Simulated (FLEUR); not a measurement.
# E(M) of TiCo

Aim: the energy of TiCo as a function of its total spin moment.

Program: FLEUR MaX-R8.1. Level of theory: PBEsol; all-electron FLAPW, Dirac cores, scalar-relativistic bands. Results are calculated unless marked as measured.

## Step 1: Set-up

It takes space group Pm-3m (No. 221, cubic). The conventional cell has a = 2.986 Å, b = 2.986 Å, c = 2.986 Å, α = 90.00°, β = 90.00°, γ = 90.00°. Nearest to Ti lie 8 Co at 2.59 Å. Nearest to Co lie 8 Ti at 2.59 Å. Farther neighbours are not listed.

Coordinates:

```xyz
2
Lattice="2.9861 0.0000 0.0000 0.0000 2.9861 0.0000 0.0000 0.0000 2.9861" Properties=species:S:1:pos:R:3 pbc="T T T"
Ti    0.0000    0.0000    0.0000
Co    1.4931    1.4931    1.4931
```

The cell comes from a database of computed structures and need not be the stable phase.

## Step 2: Unconstrained state

The free run tells which range of moments is worth scanning.

inpgen writes inp.xml from crystal.txt; cutoffs, mixing, functional, smearing and local orbitals are then set in the file. The k list default-1 (kpts.xml, not shown) is a Γ-centred 10×10×10 mesh; where the ranks do not divide the number of points, some are split in two of half the weight.

Input file inp.xml:

```
<?xml version="1.0" encoding="UTF-8" standalone="no"?>
<fleurInput fleurInputVersion="0.39">
   <comment>
      TiCo
   </comment>
   <calculationSetup>
      <cutoffs Kmax="3.6" Gmax="10.8" GmaxXC="10.8" numbands="0"/>
      <scfLoop itmax="90" minDistance="0.00002" maxIterBroyd="15" imix="Anderson" alpha="0.05" precondParam="0.0" spinf="2.0" sdNocoIR="T"/>
      <coreElectrons ctail="T" frcor="F" kcrel="1" coretail_lmax="0"/>
      <xcFunctional name="PBEs" relativisticCorrections="F"/>
      <magnetism jspins="2"/>
      <soc l_soc="F" theta="0.0" phi="0.0" spav="F"/>
      <expertModes spex="0" secvar="F"/>
      <geometryOptimization l_f="F" forcealpha="1.0" forcemix="BFGS" epsdisp="0.00001" epsforce="0.00001"/>
      <ldaU l_linMix="F" mixParam="0.05" spinf="1.0"/>
   </calculationSetup>
   <cell>
      <bzIntegration valenceElectrons="29.0" mode="hist" fermiSmearingEnergy="0.00293995">
         <kPointListSelection listName="default-1"/>
         <xi:include xmlns:xi="http://www.w3.org/2001/XInclude" href="kpts.xml"> </xi:include>
      </bzIntegration>
      <xi:include xmlns:xi="http://www.w3.org/2001/XInclude" href="sym.xml"> </xi:include>
      <bulkLattice scale="1.0">
         <bravaisMatrix>
            <row-1>    5.6429319487581688     0.0000000000000000     0.0000000000000000</row-1>
            <row-2>    0.0000000000000000     5.6429319487581688     0.0000000000000000</row-2>
            <row-3>    0.0000000000000000     0.0000000000000000     5.6429319487581688</row-3>
         </bravaisMatrix>
      </bulkLattice>
   </cell>
   <atomSpecies>
      <species name="Titanium (Ti)" element="Ti" atomicNumber="22">
         <mtSphere radius="2.38" gridPoints="787" logIncrement="0.015"/>
         <atomicCutoffs lmax="8" lnonsphr="6"/>
         <electronConfig flipSpins="F">
            <coreConfig>(1s1/2) (2s1/2) (2p1/2) (2p3/2)</coreConfig>
            <valenceConfig>(3s1/2) (3p1/2) (3p3/2) (4s1/2) (3d3/2) (3d5/2)</valenceConfig>
            <stateOccupation state="(3d3/2)" spinUp="0.400000" spinDown="0.400000"/>
            <stateOccupation state="(3d5/2)" spinUp="0.600000" spinDown="0.600000"/>
         </electronConfig>
         <energyParameters s="4" p="4" d="3" f="4"/>
         <lo type="SCLO" l="0" n="3" eDeriv="0"/>
         <lo type="SCLO" l="1" n="3" eDeriv="0"/>
      </species>
      <species name="Cobalt (Co2.000" element="Co" atomicNumber="27">
         <mtSphere radius="2.38" gridPoints="787" logIncrement="0.016"/>
         <atomicCutoffs lmax="8" lnonsphr="6"/>
         <electronConfig flipSpins="F">
            <coreConfig>(1s1/2) (2s1/2) (2p1/2) (2p3/2)</coreConfig>
            <valenceConfig>(3s1/2) (3p1/2) (3p3/2) (4s1/2) (3d3/2) (3d5/2)</valenceConfig>
            <stateOccupation state="(3d3/2)" spinUp="1.5" spinDown="1.3"/>
            <stateOccupation state="(3d5/2)" spinUp="3.0" spinDown="1.2"/>
         </electronConfig>
         <energyParameters s="4" p="4" d="3" f="4"/>
         <lo type="SCLO" l="0" n="3" eDeriv="0"/>
         <lo type="SCLO" l="1" n="3" eDeriv="0"/>
      </species>
   </atomSpecies>
   <atomGroups>
      <atomGroup species="Titanium (Ti)">
         <relPos label="                   1">.0000000000 .0000000000 .0000000000</relPos>
         <force calculate="T" relaxXYZ="TTT"/>
      </atomGroup>
      <atomGroup species="Cobalt (Co2.000">
         <relPos label="                   2">1.000/2.000 1.000/2.000 1.000/2.000</relPos>
         <force calculate="T" relaxXYZ="TTT"/>
      </atomGroup>
   </atomGroups>
   <output dos="F" band="F" slice="F">
      <bandDOS minEnergy="-.5*Htr" maxEnergy="0.5*Htr" sigma="0.015" storeEVData="T"/>
      <plotting iplot="0" polar="F">
         <plot TwoD="T" vec1="  1.0  0.0  0.0" vec2="  0.0  1.0  0.0" vec3="  0.0  0.0  1.0" zero="  0.0  0.0  0.0" file="plot"/>
      </plotting>
      <moessbauerParams electricFieldGradient="F" isomerShift="F" coreHyperfine="F" valenceHyperfine="F"/>
   </output>
</fleurInput>
```

Input file crystal.txt:

```
TiCo
&input film=F cartesian=F /
2.98611099000  0.00000000000  0.00000000000
0.00000000000  2.98611099000  0.00000000000
0.00000000000  0.00000000000  2.98611099000
1.8897261246
1.0 1.0 1.0

2
22 0.00000000000  0.00000000000  0.00000000000
27 0.50000000000  0.50000000000  0.50000000000 : 2.000

&kpt div1=10 div2=10 div3=10 gamma=T /
```

The run is started by

```bash
OMP_NUM_THREADS=1 inpgen -f crystal.txt > inpgen.log  # inp.xml is then edited as shown
OMP_NUM_THREADS=1 mpirun -n 4 fleur_MPI > fleur.log
```

The log of the run:

```text
Welcome to FLEUR        (www.flapw.de)
      MaX-Release 8.1          (www.max-centre.eu)

 ========== k-point set info ==========
 Selected k-point list: default-1
 k-point list type: mesh
 10 x 10 x 10
 Number of k points: 56

 ------------Calculation Setup---------------------------
 Number of MPI-tasks      :            4
 Number of PE/node        :            4
 Number of OMP-threads    :            1
 k-points in parallel     :            4
 pe's per k-point         :            1
 No of k-point loops      :           14
 Eigenvalue solver        :       lapack
 Number of basis functions:          162
 Approximate size of matrices (H+S) per k-point:         0.000 GB
 --------------------------------------------------------
 [... lines of the core solver left out ...]
 Iteration:     1   Distance:      28.26714728 me/bohr^3
 [... lines of the core solver left out ...]
 Iteration:     2   Distance:      21.45367224 me/bohr^3
 [... lines of the core solver left out ...]
 Iteration:     3   Distance:      18.27262795 me/bohr^3
 [... lines of the core solver left out ...]
 Iteration:     4   Distance:      10.68915837 me/bohr^3
 [... lines of the core solver left out ...]
 Iteration:     5   Distance:       7.39504086 me/bohr^3
 [... lines of the core solver left out ...]
 Iteration:     6   Distance:       6.19915257 me/bohr^3
 [... lines of the core solver left out ...]
 Iteration:     7   Distance:       5.62606107 me/bohr^3
 [... lines of the core solver left out ...]
[... rest left out ...]

--- out.xml (last complete iteration) ---
<iteration numberForCurrentRun="   29" overallNumber="   29">
         <energyParameters units="Htr">
            <atomicEP atomType="1" spin="1" branch="4s" branchLowest="-1.70" branchHighest="2.28" value="0.2171298055"/>
            <atomicEP atomType="1" spin="1" branch="4p" branchLowest="-0.80" branchHighest="2.78" value="0.3272562447"/>
            <atomicEP atomType="1" spin="1" branch="3d" branchLowest="-9.99" branchHighest="0.61" value="0.3463922249"/>
            <atomicEP atomType="1" spin="1" branch="4f" branchLowest="-9.99" branchHighest="3.15" value="0.6103598850"/>
            <loAtomicEP atomType="1" spin="1" branch="3s" branchLowest="-19.15" branchHighest="-1.70" value="-1.7310001803"/>
            <loAtomicEP atomType="1" spin="1" branch="3p" branchLowest="-15.75" branchHighest="-0.80" value="-0.8628679507"/>
            <atomicEP atomType="2" spin="1" branch="4s" branchLowest="-3.14" branchHighest="1.58" value="0.2029848895"/>
            <atomicEP atomType="2" spin="1" branch="4p" branchLowest="-1.79" branchHighest="2.14" value="0.3409616795"/>
            <atomicEP atomType="2" spin="1" branch="3d" branchLowest="-9.99" branchHighest="0.38" value="0.2769818835"/>
            <atomicEP atomType="2" spin="1" branch="4f" branchLowest="-9.99" branchHighest="3.39" value="0.6589729530"/>
            <loAtomicEP atomType="2" spin="1" branch="3s" branchLowest="-32.38" branchHighest="-3.14" value="-3.1456803995"/>
            <loAtomicEP atomType="2" spin="1" branch="3p" branchLowest="-27.65" branchHighest="-1.79" value="-1.8018224792"/>
            <atomicEP atomType="1" spin="2" branch="4s" branchLowest="-1.70" branchHighest="2.28" value="0.2125885667"/>
            <atomicEP atomType="1" spin="2" branch="4p" branchLowest="-0.80" branchHighest="2.78" value="0.3225579582"/>
            <atomicEP atomType="1" spin="2" branch="3d" branchLowest="-9.99" branchHighest="0.61" value="0.3436565713"/>
            <atomicEP atomType="1" spin="2" branch="4f" branchLowest="-9.99" branchHighest="3.15" value="0.6054968034"/>
            <loAtomicEP atomType="1" spin="2" branch="3s" branchLowest="-19.15" branchHighest="-1.70" value="-1.7316530225"/>
            <loAtomicEP atomType="1" spin="2" branch="3p" branchLowest="-15.75" branchHighest="-0.80" value="-0.8636253515"/>
            <atomicEP atomType="2" spin="2" branch="4s" branchLowest="-3.11" branchHighest="1.61" value="0.2049334536"/>
            <atomicEP atomType="2" spin="2" branch="4p" branchLowest="-1.75" branchHighest="2.16" value="0.3409585700"/>
            <atomicEP atomType="2" spin="2" branch="3d" branchLowest="-9.99" branchHighest="0.41" value="0.3040520737"/>
            <atomicEP atomType="2" spin="2" branch="4f" branchLowest="-9.99" branchHighest="3.41" value="0.6575514540"/>
            <loAtomicEP atomType="2" spin="2" branch="3s" branchLowest="-32.37" branchHighest="-3.11" value="-3.1093214288"/>
            <loAtomicEP atomType="2" spin="2" branch="3p" branchLowest="-27.64" branchHighest="-1.75" value="-1.7663541752"/>
         </energyParameters>
         <bandgap value="0.0215644583" units="eV"/>
         <sumValenceSingleParticleEnergies value="-22.1239028356" units="Htr"/>
         <FermiEnergy value="0.3572186614" units="Htr"/>
         <valenceDensity>
            <mtCharges spin="1">
               <mtCharge atomType="1" total="5.1752691" s="1.1313494" p="3.1006147" d="0.9262050" f="0.0135023"/>
               <mtCharge atomType="2" total="8.5910202" s="1.2796389" p="3.2212935" d="4.0793679" f="0.0081652"/>
            </mtCharges>
            <mtCharges spin="2">
               <mtCharge atomType="1" total="5.2112033" s="1.1337687" p="3.1110839" d="0.9491416" f="0.0140965"/>
               <mtCharge atomType="2" total="7.7343150" s="1.2517247" p="3.2237567" d="3.2477983" f="0.0085513"/>
            </mtCharges>
            <spinDependentCharge spin="1" total="14.8867571" interstitial="1.1204678" mtSpheres="13.7662893"/>
            <spinDependentCharge spin="2" total="14.1132429" interstitial="1.1677247" mtSpheres="12.9455183"/>
            <totalCharge value="29.0000000000"/>
         </valenceDensity>
         <allElectronCharges>
            <spinDependentCharge spin="1" total="24.8867589" interstitial="1.1204678" mtSpheres="23.7662911"/>
            <spinDependentCharge spin="2" total="24.1132411" interstitial="1.1677247" mtSpheres="22.9455164"/>
            <totalCharge value="48.9999999992"/>
         </allElectronCharges>
         <magneticMomentsInMTSpheres units="muBohr">
            <globalMagMoment atomType="1" vec="0.00000   0.00000  -0.03593"/>
            <localMagMoment atomType="1" vec="0.00000   0.00000  -0.03593"/>
            <globalMagMoment atomType="2" vec="0.00000   0.00000   0.85671"/>
            <localMagMoment atomType="2" vec="0.00000   0.00000   0.85671"/>
         </magneticMomentsInMTSpheres>
         <moessbauerParams unitsHFF="kG" unitsIS="e/bohr^3" unitsEFG="Htr/bohr^2">
         </moessbauerParams>
         <totalEnergy value="    -2245.1572888926" units="Htr">
            <sumOfEigenvalues value="    -1297.9984591023">
               <coreElectrons value="-1275.8745562666"/>
               <valenceElectrons value="-22.1239028356"/>
            </sumOfEigenvalues>
            <densityCoulombPotentialIntegral value="-3441.1152601041"/>
            <densityEffectivePotentialIntegral value="-3571.6006959187"/>
            <chargeDenXCDenIntegral value="-99.6636567992"/>
            <FockExchangeEnergyValence value="0.0000000000"/>
            <FockExchangeEnergyCore value="0.0000000000"/>
            <atomTypeDependentContributions atomType="1">
               <electronNucleiInteractionDifferentMTs value="1010.2710513454"/>
               <MadelungTerm value="-10.5730992121"/>
            </atomTypeDependentContributions>
            <atomTypeDependentContributions atomType="2">
               <electronNucleiInteractionDifferentMTs value="1669.1977216225"/>
               <MadelungTerm value="-8.4963666779"/>
            </atomTypeDependentContributions>
            <tkbTimesEntropy value="0.0014784637"/>
            <freeEnergy value="-2245.1587673564"/>
            <extrapolationTo0K value="-2245.1580281245"/>
         </totalEnergy>
         <densityConvergence units="me/bohr^3">
            <chargeDensity spin="1" distance="0.0000014324"/>
            <chargeDensity spin="2" distance="0.0000014848"/>
            <overallChargeDensity distance="0.0000027517"/>
            <spinDensity distance="0.0000009700"/>
         </densityConvergence>
      </iteration>
```

It took 15 s on 4 MPI ranks of Intel Xeon Platinum 8488C (Sapphire Rapids), shared host; peak memory 0.23 GiB.

Numbers from this step:

| Item | Value |
| --- | --- |
| free energy | -61093.8824 eV |
| program's band gap on this mesh (in a metal only a level spacing) | 0.02156 eV |
| magnetization | 0.7735 μB |
| final state | ferromagnetic |
| largest moment | 0.8567 μB |

After 29 cycles the largest moment stands at 0.857 μB.

## Step 3: No spin polarisation

Changes to inp.xml since step 2:

```diff
@@ -10,3 +10,3 @@
       <xcFunctional name="PBEs" relativisticCorrections="F"/>
-      <magnetism jspins="2"/>
+      <magnetism jspins="1"/>
       <soc l_soc="F" theta="0.0" phi="0.0" spav="F"/>
@@ -44,3 +44,3 @@
       </species>
-      <species name="Cobalt (Co2.000" element="Co" atomicNumber="27">
+      <species name="Cobalt (Co)" element="Co" atomicNumber="27">
          <mtSphere radius="2.38" gridPoints="787" logIncrement="0.016"/>
@@ -50,4 +50,4 @@
             <valenceConfig>(3s1/2) (3p1/2) (3p3/2) (4s1/2) (3d3/2) (3d5/2)</valenceConfig>
-            <stateOccupation state="(3d3/2)" spinUp="1.5" spinDown="1.3"/>
-            <stateOccupation state="(3d5/2)" spinUp="3.0" spinDown="1.2"/>
+            <stateOccupation state="(3d3/2)" spinUp="1.400000" spinDown="1.400000"/>
+            <stateOccupation state="(3d5/2)" spinUp="2.100000" spinDown="2.100000"/>
          </electronConfig>
@@ -63,3 +63,3 @@
       </atomGroup>
-      <atomGroup species="Cobalt (Co2.000">
+      <atomGroup species="Cobalt (Co)">
          <relPos label="                   2">1.000/2.000 1.000/2.000 1.000/2.000</relPos>
```

Changes to crystal.txt since step 2:

```diff
@@ -10,3 +10,3 @@
 22 0.00000000000  0.00000000000  0.00000000000
-27 0.50000000000  0.50000000000  0.50000000000 : 2.000
+27 0.50000000000  0.50000000000  0.50000000000
```

The log of the run:

```text
[banner, memory and clock lines left out]
Welcome to FLEUR        (www.flapw.de)
      MaX-Release 8.1          (www.max-centre.eu)

 ========== k-point set info ==========
 Selected k-point list: default-1
 k-point list type: mesh
 10 x 10 x 10
 Number of k points: 56

 [... set-up left out ...]
 Iteration:     1   Distance:      28.46210381 me/bohr^3
 [... lines of the core solver left out ...]
 Iteration:     2   Distance:      13.76008460 me/bohr^3
 [... lines of the core solver left out ...]
 Iteration:     3   Distance:      12.48230662 me/bohr^3
 [... lines of the core solver left out ...]
 Iteration:     4   Distance:      15.79335410 me/bohr^3
 [... lines of the core solver left out ...]
 Iteration:     5   Distance:      23.55305053 me/bohr^3
 [... lines of the core solver left out ...]
 Iteration:     6   Distance:      17.94022957 me/bohr^3
 [... lines of the core solver left out ...]
 Iteration:     7   Distance:       1.61121870 me/bohr^3
 [... lines of the core solver left out ...]
[... rest left out ...]

--- out.xml (last complete iteration) ---
<iteration numberForCurrentRun="   19" overallNumber="   19">
         [... left out ...]
         <bandgap value="0.0193989685" units="eV"/>
         <sumValenceSingleParticleEnergies value="-22.0730760946" units="Htr"/>
         <FermiEnergy value="0.3570666298" units="Htr"/>
         [... left out ...]
         <totalEnergy value="    -2245.1559750607" units="Htr">
            <sumOfEigenvalues value="    -1297.9302200800">
               <coreElectrons value="-1275.8571439855"/>
               <valenceElectrons value="-22.0730760946"/>
            </sumOfEigenvalues>
         [... left out ...]
            <freeEnergy value="-2245.1580927018"/>
            <extrapolationTo0K value="-2245.1570338812"/>
         </totalEnergy>
         <densityConvergence units="me/bohr^3">
            <chargeDensity spin="1" distance="0.0000046726"/>
         </densityConvergence>
      </iteration>
```

Wall time 7 s (4 MPI ranks); peak memory 0.21 GiB.

This step gave:

| Item | Value |
| --- | --- |
| free energy | -61093.8640 eV |
| program's band gap on this mesh (in a metal only a level spacing) | 0.01940 eV |
| final state | non-magnetic (no spin polarisation) |

Its energy lies +18.4 meV a cell from the free run's.

(Continued in part 2 of 2.)

[Logs and program files are shortened in this print: banners, set-up blocks, solver, clock and traceback lines can be left out without a mark of their own.]

[Logs are printed without paths, hosts, clocks, repeated set-up lines and the standing remarks that a program may print on its own settings, such as how far it seeks lower states.]

[Hosts, paths, dates, database ids (printed as entryN), source tags and the programs' standing remarks are cut or masked in the printed files.]

[Where a cell is said to come from a database of computed structures, the database is the Materials Project.]
